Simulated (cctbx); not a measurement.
# Interatomic vectors of BiAsS

Space group Pnma (no. 62), a = 17.5280 Å, b = 3.9830 Å, c = 3.9790 Å, α = 90.00°, β = 90.00°, γ = 90.00°, content Bi4 As4 S4.

The data are simulated with cctbx, not measured: Cu Kα, λ = 1.54184 Å, to d = 0.83 Å, 80 % of the full sphere, strongest reflection 40000 counts, noise from counting, a 2 % proportional error and a noise floor of 4 counts (s.d.); no absorption, some extinction.

Patterson synthesis, origin scaled to 1000:

```text
Patterson group P m m m
      u       v       w   height  length (A)
  0.000   0.000   0.000   1000.0     0.00
  0.500   0.000   0.000    935.9     8.76
  0.222   0.500   0.500    423.5     4.80
  0.278   0.500   0.500    394.6     5.63
  0.358   0.500   0.000    265.0     6.58
  0.137   0.000   0.500    263.5     3.12
  0.142   0.500   0.000    247.3     3.19
  0.363   0.000   0.500    245.9     6.67
  0.046   0.500   0.500    120.1     2.93
  0.174   0.000   0.000    116.2     3.05
  0.455   0.500   0.500    107.4     8.46
  0.326   0.000   0.000    103.4     5.71
  0.347   0.500   0.500      9.5     6.70
  0.059   0.125   0.121      8.9     1.24
```

**Question.** Which atom pairs make the peaks, and where is the heaviest atom?

A peak at u stands for all pairs with xi − xj = u, with weight Σ ZiZj against Σ Z² = 32936 at the origin. Peak heights follow these weights only roughly, since form factors, motion and series ripples differ, all vectors within 0.55 Å of a peak are counted as merged into it though the farther ones add only part of their weight, and F(000) is left out, which lowers the whole map:

| u | v | w | shortest length (Å) | height | 1000 ΣZiZj/ΣZ² | pairs in the cell |
| --- | --- | --- | --- | --- | --- | --- |
| 0.500 | 0.000 | 0.000 | 8.76 | 936 | 1000 | 4 × Bi–Bi, 4 × As–As, 4 × S–S |
| 0.222 | 0.500 | 0.500 | 4.80 | 424 | 418 | 2 × Bi–Bi |
| 0.278 | 0.500 | 0.500 | 5.63 | 395 | 418 | 2 × Bi–Bi |
| 0.358 | 0.500 | 0.000 | 6.58 | 265 | 333 | 4 × Bi–As |
| 0.137 | 0.000 | 0.500 | 3.12 | 264 | 333 | 4 × Bi–As |
| 0.142 | 0.500 | 0.000 | 3.19 | 247 | 333 | 4 × Bi–As |
| 0.363 | 0.000 | 0.500 | 6.67 | 246 | 333 | 4 × Bi–As |
| 0.046 | 0.500 | 0.500 | 2.93 | 120 | 161 | 4 × Bi–S |
| 0.174 | 0.000 | 0.000 | 3.05 | 116 | 161 | 4 × Bi–S |
| 0.455 | 0.500 | 0.500 | 8.46 | 107 | 161 | 4 × Bi–S |

The table stops at ten peaks or at a height of 45, below which ripples compete. In the model behind the data Bi, the heaviest element, has 1 independent site: (0.6389, 1/4, 0.7353), up to an allowed shift of origin; the Bi–Bi vectors are differences of these positions and their symmetry mates. The whole model:

| atom | mult. | x | y | z | Ueq (Å²) |
| --- | --- | --- | --- | --- | --- |
| Bi1 | 4 | 0.6389 | 1/4 | 0.7353 | 0.0162 |
| As1 | 4 | 0.9980 | 3/4 | 0.7347 | 0.0245 |
| S1 | 4 | 0.8121 | 1/4 | 0.7260 | 0.0283 |

The model is made up (kin elements in a known structure type, no relaxation), so it says nothing on whether the phase exists.

[Logs are printed without paths, hosts, clocks, repeated set-up lines and the standing remarks that a program may print on its own settings, such as how far it seeks lower states.]
